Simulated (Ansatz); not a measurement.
# Decaying states in the gap of MgH2S2, part 3 of 3

Wanted: the relaxed cell of MgH2S2, its band edges and its decay constants. It is built by putting Mg for Cd, S for O in the CdH2O2 structure of space group P1, with the volume rescaled by atomic radii. The parent structure comes from the Materials Project.

Ansatz 0.2.0; r2SCAN DFT, plane waves, PAW files (the session's first sound run).

So far, gap on path (eV): step 3 (band edges) 4.01.

The structure was built from a prototype and need not be the compound's stable phase.

## (6) Band edges at another level, cutoff 1180 eV

This step: r2SCAN DFT, plane waves, norm-conserving files (Ansatz 0.2.0).

The edges again with norm-conserving files, at the same atoms. Against that run the cutoff is 1180 eV against 500.

input.yaml reads:

```yaml
crystal:
  lattice:
    - [3.824263531, 0.0516923084, -0.0045773019]
    - [-0.0485872523, 6.6043948498, -0.0154879939]
    - [-1.8809154872, -3.3134895449, 6.0852964816]
  atoms:
    - { symbol: Mg, position: [0.1700984604, 0.1372228082, 0.290951328] }
    - { symbol: Mg, position: [0.8856107174, 0.8526788517, 0.7218981741] }
    - { symbol: H, position: [0.5667126969, 0.6570350717, 0.0064309687] }
    - { symbol: H, position: [0.3545765492, 0.3385403582, 0.006436744] }
    - { symbol: H, position: [0.8584563794, 0.3675299451, 0.6890783055] }
    - { symbol: H, position: [0.1757986609, 0.6848807858, 0.323773123] }
    - { symbol: S, position: [0.5327868351, 0.859697825, 0.0064267472] }
    - { symbol: S, position: [0.0153299793, 0.2857957379, 0.0064072462] }
    - { symbol: S, position: [0.7802335919, 0.408771967, 0.5154646182] }
    - { symbol: S, position: [0.2712061296, 0.8997266496, 0.4973777451] }
kpoints:
  mp_grid: { grid: [6, 4, 4] }
  band_path: { path: [VBM, CBM], npoints: 30 }
scf:
  occupations: { method: fixed }
hamiltonian:
  xc: r2scan
  pseudopotentials: { kind: nc }
output:
  eigenvalues: true
```

Run with:

```bash
$ ansatz run input.yaml --threads 2 --pin off --max-ram 4096MiB --backend cpu --events-out ev --progress --plain --runs-dir out
```

What it wrote:

```text
[...]
Crystal: 10 atoms, lattice volume = 153.459 Å³
Basis set: ecut = 1180 eV, 14101 PW (Γ)
Bands: 34, of which v1, the nominal top of the filled ones, is band 24 counted from 1 (23 counted from 0)
Symmetry: 1 space group operations
[...]
k-points: 52 of 96 (time reversal used)
[...]
SCF iter   1: F=—  HF=-4638.887725 eV  |F-HF|=—  |Δ(HF+E_count)|=         —  Δρ=5.54e-2  dr2=3.84e0  dr2_τ=2.04e0  ethr=3.10e-3  ⟨swp⟩=7.4  Hψ=8908  notcnv=0  defer=387
[...]
SCF iter   8: F=-4638.150194 eV  HF=-4638.150194 eV  |F-HF|=7.91e-10  |Δ(HF+E_count)|=   8.56e-8  Δρ=1.98e-6  dr2=7.26e-9  dr2_τ=1.50e-9  ethr=2.08e-10  ⟨swp⟩=19.7  Hψ=13750  notcnv=0
SCF 1 converged in 8 iterations: F = -4638.150194 eV  dr2 = 7.26e-9
[...]
SCF converged after 8 iterations
Free energy (F): -4638.150194 eV
[...]
Internal energy: -4638.150194 eV  (E = F + TS)
E sigma→0 (E₀):  -4638.150194 eV
Fermi energy:    2.762836 eV
[...]
--- Band table (eV; the first three rows and the last of 52) ---
  k-point 0: bands = [... 20 lower, 2.0624, 2.1947, 2.3563, 2.7628, 6.8206, 7.3705, 7.9949, 8.6635, ... 6 higher]
  k-point 1: bands = [... 20 lower, 2.0981, 2.2306, 2.2875, 2.7450, 6.8141, 7.8669, 8.0495, 8.6615, ... 6 higher]
  k-point 2: bands = [... 20 lower, 2.1329, 2.1469, 2.4091, 2.7270, 6.7799, 8.3502, 8.5184, 8.6982, ... 6 higher]
  k-point 51: bands = [... 20 lower, 1.6207, 1.8660, 2.0686, 2.3958, 7.3114, 8.0094, 8.2581, 8.4993, ... 6 higher]
```

The job ended after 5.7 min (2 threads of Arm Neoverse V2, shared host; peak memory 1.5 GiB).

This step gave:

* free energy: -4638.1502 eV
* Fermi energy: 2.763 eV
* gap on the k-mesh: 4.017 eV
* gap on path: 4.017 eV, by band count; negative where bands overlap
* direct gap on path: 4.053 eV

The electronic bands at the labelled points (eV, zero at the Fermi level (highest filled level under fixed occupations); v1 is the highest filled band, c1 the lowest empty one):

```
  point     v4     v3     v2     v1    c1    c2    c3    c4
    VBM  -0.70  -0.57  -0.41   0.00  4.06  4.61  5.23  5.90
halfway  -0.66  -0.53  -0.48  -0.02  4.05  5.10  5.29  5.90
    CBM  -0.63  -0.62  -0.35  -0.04  4.02  5.59  5.76  5.94
```

The searched edges give 4.02 eV, as on the mesh.

## (7) Complex bands at another level

This step: r2SCAN DFT, plane waves, norm-conserving files; complex bands by layer matching along the plane's normal (Ansatz 0.2.0).

The complex bands at that level, over its own gap, at (0, 0) and (0, -0.5).

input.yaml reads:

```yaml
crystal:
  lattice:
    - [6.604591731, 0.0, 0.0]
    - [-3.313823881, 6.369180527, 0.0]
    - [0.023567975, -1.148366343, 3.648065774]
  atoms:
    - { symbol: Mg, position: [0.1372228082, 0.290951328, 0.1700984604] }
    - { symbol: Mg, position: [0.8526788517, 0.7218981741, 0.8856107174] }
    - { symbol: H, position: [0.6570350717, 0.0064309687, 0.5667126969] }
    - { symbol: H, position: [0.3385403582, 0.006436744, 0.3545765492] }
    - { symbol: H, position: [0.3675299451, 0.6890783055, 0.8584563794] }
    - { symbol: H, position: [0.6848807858, 0.323773123, 0.1757986609] }
    - { symbol: S, position: [0.859697825, 0.0064267472, 0.5327868351] }
    - { symbol: S, position: [0.2857957379, 0.0064072462, 0.0153299793] }
    - { symbol: S, position: [0.408771967, 0.5154646182, 0.7802335919] }
    - { symbol: S, position: [0.8997266496, 0.4973777451, 0.2712061296] }
kpoints:
  mp_grid: { grid: [6, 6, 6] }
scf:
  occupations: { method: fixed }
hamiltonian:
  xc: r2scan
  pseudopotentials: { kind: nc }
output:
  eigenvalues: true
  transmission:
    leads: [[0, 0]]
    kpoints: [[0.0, 0.0], [0.0, -0.5]]
    e_range: [-1.0, 5.02]
    de: 0.12
```

What it wrote:

```text
Engine: ansatz 0.2.0, aarch64-unknown-linux-gnu
Pseudopotentials: kind: nc
Pseudopotential: Mg, nc, valence charge 10, recommended cutoff 1142.878222 eV (normal), Mg.nc.azcp
Pseudopotential: H, nc, valence charge 1, recommended cutoff 1180 eV (normal), H.nc.azcp
Pseudopotential: S, nc, valence charge 6, recommended cutoff 770 eV (normal), S.nc.azcp
Functional definition: r2SCAN
  parameter k0 = 0.174
  parameter k1 = 0.065
  parameter a1 = 4.9479
  exchange = r2scan_x(k0 = k0, k1 = k1, a1 = a1)
  correlation = r2scan_c
Error: memory limit exceeded: the `transmission` phase of `transmission` needs 7.24 GiB against the run's memory maximum of 4.00 GiB; largest carriers: transmission 6.81 GiB, unmodelled-tail allowance 0.30 GiB, source scf tables 0.12 GiB, source scf state 0.00 GiB; the layers of output.transmission grow with the square of the cell's cross-section: a lower cutoff or a narrower output.transmission.e_range takes less, and so, most of all in a narrow cell, does a wider de; where no e_range is typed, a fill by count is planned with a gap of 40 thermal energies
with nothing else changed it takes a maximum of at least 7.24 GiB, with nothing to spare, and 7.97 GiB leaves up to a tenth: --max-ram 7.97GiB where that set the maximum, else more of the term that did, and with no share typed, where 7.97 GiB is over 0.88 of the host's memory or its container's limit, a share of 0.88 or more that holds the maximum too (--max-ram-frac F), where one does; The budget is ten elevenths of [...]
`transmission` follows the SCF: where the deck gives it k-points, a mesh or a band count of its own, those are what to reduce (not on a resume, whose deck is fixed)
```

Wall time 0.46 s (2 threads); peak memory 0.25 GiB.

The input was rejected at the start.

The program's message: “Error: memory limit exceeded: the `transmission` phase of `transmission` needs 7.24 GiB against the run's memory maximum of 4.00 GiB; largest carriers: transmission 6.81 GiB, unmodelled-tail allowance …”

## (8) Summary of results

```yaml
band_gap: 4.01 eV
least_decay_constant_at_mid_gap_normal_to_100: 0.301 Å⁻¹
least_decay_constant_on_a_mesh_normal_to_100: 0.301 Å⁻¹
```

**Reading.** With r2SCAN, the slowest decay at the wavevectors tried is κ = 0.301 Å⁻¹, normal to (100). Through such a film the transmission near mid-gap falls as exp(−2κd), a factor of ten every 3.8 Å. A free electron under a barrier of half the gap would need a mass of 0.17 mₑ to decay at this rate. The compound is made up by substitution; its stability against other phases and against distortions of the cell's symmetry was not tested. r2SCAN still narrows gaps, if less than LDA and GGA do, so real decay constants are likely larger.

[Logs are printed without paths, hosts, clocks, repeated set-up lines and the standing remarks that a program may print on its own settings, such as how far it seeks lower states.]

[Hosts, paths, dates, database ids (printed as entryN), source tags and the programs' standing remarks are cut or masked in the printed files.]
